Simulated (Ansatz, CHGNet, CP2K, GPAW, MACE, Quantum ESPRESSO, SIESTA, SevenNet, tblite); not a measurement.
**Forces in Al54Cu46 (at. %) with crystalline order left by the classical run (111 atoms), program by program**

One geometry of Al54Cu46 (at. %) with crystalline order left by the classical run (111 atoms) is solved by several programs and methods. How far do their forces lie from a plane-wave PBE run?

Results are calculated, not measured.

In doubt: a PseudoDojo file used here is known to give poor structures and forces (SIESTA), which bears on pressures, cells, forces and phonons.

## (1) The cell

The cell holds 111 atoms (60 Al and 51 Cu), with edges of 11.74, 11.74 and 11.74 Å. Recipe: 111 atoms (60 Al, 51 Cu) placed at random at 4.5 g/cm³, melted at 1800 K for 10 ps at fixed volume with the EAM Al-Cu potential (Cai and Ye, Phys. Rev. B 54, 8398 (1996)). Quenched from 1300 K to 300 K at 500 K/ps and zero pressure, held 5 ps, then minimised at fixed cell. Then every atom was moved at random, 0.03 Å r.m.s. a Cartesian component. The density is 4.99 g/cm³.

## (2) The reference input

Quantum ESPRESSO 7.5: Kohn-Sham DFT, PBE, SSSP efficiency 1.3.0 pseudopotentials, plane waves. Its input, pw.in:

```
&control
  calculation = 'scf'
  pseudo_dir = './pseudo'
  outdir = './tmp'
  disk_io = 'none'
  tprnfor = .true.
  tstress = .true.
/
&system
  ibrav = 0
  nat = 111
  ntyp = 2
  ecutwfc = 60
  ecutrho = 480
  nosym = .true.
  occupations = 'smearing'
  smearing = 'fd'
  degauss = 0.003675
/
&electrons
  conv_thr = 5.5e-07
  electron_maxstep = 100
  mixing_beta = 0.2
  mixing_mode = 'local-TF'
  diagonalization = 'david'
/
ATOMIC_SPECIES
Al 26.982 Al.upf
Cu 63.546 Cu.upf
CELL_PARAMETERS angstrom
11.73944 0.00000 0.00000
0.00000 11.73944 0.00000
0.00000 0.00000 11.73944
ATOMIC_POSITIONS crystal
Al 0.01001 0.48354 0.82726
Al 0.31973 0.83173 0.81248
Al 0.03924 0.71307 0.46516
Al 0.19090 0.22707 0.05914
[... 105 atom lines left out ...]
Cu 0.05648 0.07433 0.96814
Cu 0.87529 0.31815 0.77890
K_POINTS gamma
```

```console
$ OMP_NUM_THREADS=1 mpirun -np 4 pw.x -in pw.in > output.txt
```

It took 7.8 min on 4 MPI ranks of Arm Neoverse V2, shared host; peak memory 7.5 GiB.

It converged with an r.m.s. force component of 0.34 eV/Å and a pressure of -1.4 GPa.

## (3) What was run beside it

- CHGNet: machine-learned potential, published weights.
- CP2K 2026.2: Gaussian basis with GTH pseudopotentials and a plane-wave density; labels give functional, basis (MOLOPT sets; SR short-range, UZH the newer set with its own potentials), grid cutoff/relative cutoff and solver (OT: orbital transformation; TRS4, TC2, SIGN: linear-scaling purification with its sparsity filter), or its built-in tight binding.
- GPAW 26.7.0: PAW with atomic orbitals (LCAO), plane waves or a real-space grid of spacing h.
- MACE: machine-learned potential, published weights.
- SIESTA 5.4.2: numerical atomic orbitals, whose automatically made sets are far from complete, with PseudoDojo norm-conserving potentials that we converted to its format (checked against plane waves on the same files for H, C, O, Si, Ge and Ca alone); labels give functional, basis size, energy shift and mesh cutoff.
- SevenNet: machine-learned potential, published weights.
- tblite 0.8.0: extended tight binding, driven from Python.

All use the same cell and atoms, and the electronic-structure runs the same k-mesh.

## (4) All runs compared

Differences are against the reference: forces as r.m.s. over components, share as that over the reference's r.m.s. force, slope as the fitted ratio of a run's forces to the reference's.

| run | Δ force, r.m.s. (meV/Å) | share (%) | slope | Δ pressure (GPa) | cores | CPU time | memory (GiB) |
| --- | --- | --- | --- | --- | --- | --- | --- |
| reference | - | - | - | - | 4 | 31 min | 7.5 |
| CHGNet 0.3.0 potential | 153 | 45.3 | 0.804 | -1.56 | 1 | 3.8 s | 1.8 |
| CP2K PBE, DZVP-MOLOPT-SR, 800/50 Ry, diagonalisation | 28.7 | 8.53 | 0.996 | 0.638 | 4 | 18 min | 9.7 |
| CP2K PBE, SZV-MOLOPT-SR, 800/50 Ry, diagonalisation (coarse) | 143 | 42.5 | 1.131 | 8.38 | 2 | 7.5 min | 5.5 |
| GPAW PBE, LCAO dzp, h 0.2 Å | 24.3 | 7.20 | 1.002 | - | 2 | 15 min | 3.0 |
| GPAW PBE, LCAO dzp, h 0.2 Å, other mixer settings | 24.6 | 7.31 | 1.002 | - | 2 | 18 min | 3.0 |
| GPAW PBE, LCAO sz(dzp), h 0.2 Å (coarse) | 195 | 58.0 | 1.031 | - | 1 | 2.5 min | 1.9 |
| GPAW PBE, LCAO szp(dzp), h 0.2 Å (coarse) | 62.9 | 18.7 | 0.975 | - | 1 | 9.9 min | 2.5 |
| MACE MP-0b2 small potential | 146 | 43.3 | 0.863 | -1.65 | 1 | 5.8 s | 0.67 |
| SIESTA PBE, DZ, shift 0.01 Ry, mesh 500 Ry (coarse) | 159 | 47.2 | 1.005 | 4.58 | 2 | 11 min | 2.5 |
| SIESTA PBE, DZP, shift 0.01 Ry, mesh 500 Ry | 35.5 | 10.5 | 1.007 | -0.829 | 4 | 29 min | 4.6 |
| SIESTA PBE, DZP, shift 0.02 Ry, mesh 500 Ry | 96.3 | 28.6 | 1.163 | -4.01 | 4 | 19 min | 3.7 |
| SevenNet 0 potential | 148 | 43.8 | 0.884 | -1.84 | 1 | 6.8 s | 1.0 |
| tblite GFN1-xTB | 561 | 167 | -0.009 | 25.7 | 1 | 16 s | 0.22 |
| tblite IPEA1-xTB | 570 | 169 | 0.261 | 38.0 | 1 | 15 s | 0.22 |

Rows marked coarse use a setting chosen to be so.

Times of the machine-learned potentials are mostly Python's start and the loading of weights.

CPU time is summed over cores on shared hosts, so it is rough.

## (5) Findings

Forces lie from 7.2 % (GPAW PBE, LCAO dzp, h 0.2 Å) to 169 % (tblite IPEA1-xTB) of the reference's r.m.s. force of 0.34 eV/Å away from it. The PBE runs in local orbitals, coarse settings apart, differ by 7.2 % (GPAW PBE, LCAO dzp, h 0.2 Å) to 29 % (SIESTA PBE, DZP, shift 0.02 Ry, mesh 500 Ry); basis, grid and potentials can all enter. Tight binding differs by 167 % (tblite GFN1-xTB) to 169 % (tblite IPEA1-xTB); it is another model, with fitted parameters of its own, and the xTB methods hold dispersion. Machine-learned potentials differ by 43 % (MACE MP-0b2 small potential) to 45 % (CHGNet 0.3.0 potential); they were trained on other programs' data. Among those trained on PBE data the slope goes as low as 0.80, with a correlation of 0.89, so directions differ as well as sizes.

IPEA1-xTB was fitted to ionisation energies and electron affinities, not to forces or charges. Runs with settings chosen to be coarse differ by 19 % (GPAW PBE, LCAO szp(dzp), h 0.2 Å) to 58 % (GPAW PBE, LCAO sz(dzp), h 0.2 Å), their programs' other errors included. SIESTA PBE, DZP, shift 0.02 Ry, mesh 500 Ry stiffens the forces by a factor of 1.16 while following their directions (correlation 0.980); the slopes of the 3 SIESTA runs lie between 1.01 and 1.16. Pressures at PBE, coarse settings apart, lie -4.01 to +0.64 GPa from the reference's. A pressure off by over 25 GPa (tblite GFN1-xTB and tblite IPEA1-xTB) is no usable stress for this cell.

Caveats: Periodic xTB results under one method name differ between programs and library versions. The potentials hold different valence shells: 741 electrons in the reference, 1149 in SIESTA; this bears on time and differences. The reference's pressure holds the uncorrected Pulay stress of its 60 Ry basis, so small pressure differences, may be the reference's own error. A potential file of the SIESTA runs is in doubt, which bears on their forces and pressure. The electron count is odd in these runs, and they have no spin polarisation, so the unpaired electron is spread evenly over both spins. Machine-learned potentials mimic data converged in k, so the reference's own k-point error enters their differences. The quench rate of 500 K/ps is many orders above laboratory rates, so the cell is likely richer in defects and strain than a real sample. The network of bonds at the start is that of the classical potential that made the cell, and needn't be the one that DFT or experiment would give. The electron count is odd and the run has no spin polarisation, so levels at the top are partly filled by construction. The electronic-structure runs sample only Γ, in a cell whose shortest periodic width is 12 Å, which is coarse for a cell with partly filled levels. Where levels are smeared, the DFT runs use Fermi–Dirac occupations at 580 K (0.05 eV), and energies are free energies. The atoms were displaced at random, and shares hang on the size of the forces that this gives. The reference's cutoffs and mesh weren't converged further here.

[Long decimals in the printed logs are rounded to 6 places.]

[Logs are printed without paths, hosts, clocks, repeated set-up lines and the standing remarks that a program may print on its own settings, such as how far it seeks lower states.]

[Hosts, paths, dates, database ids (printed as entryN), source tags and the programs' standing remarks are cut or masked in the printed files.]

[Only finished runs are shown, without SIESTA runs on faulty potentials for Cu, Fe, Ni or Zn; cells were taken only where this reference lay near another plane-wave run.]
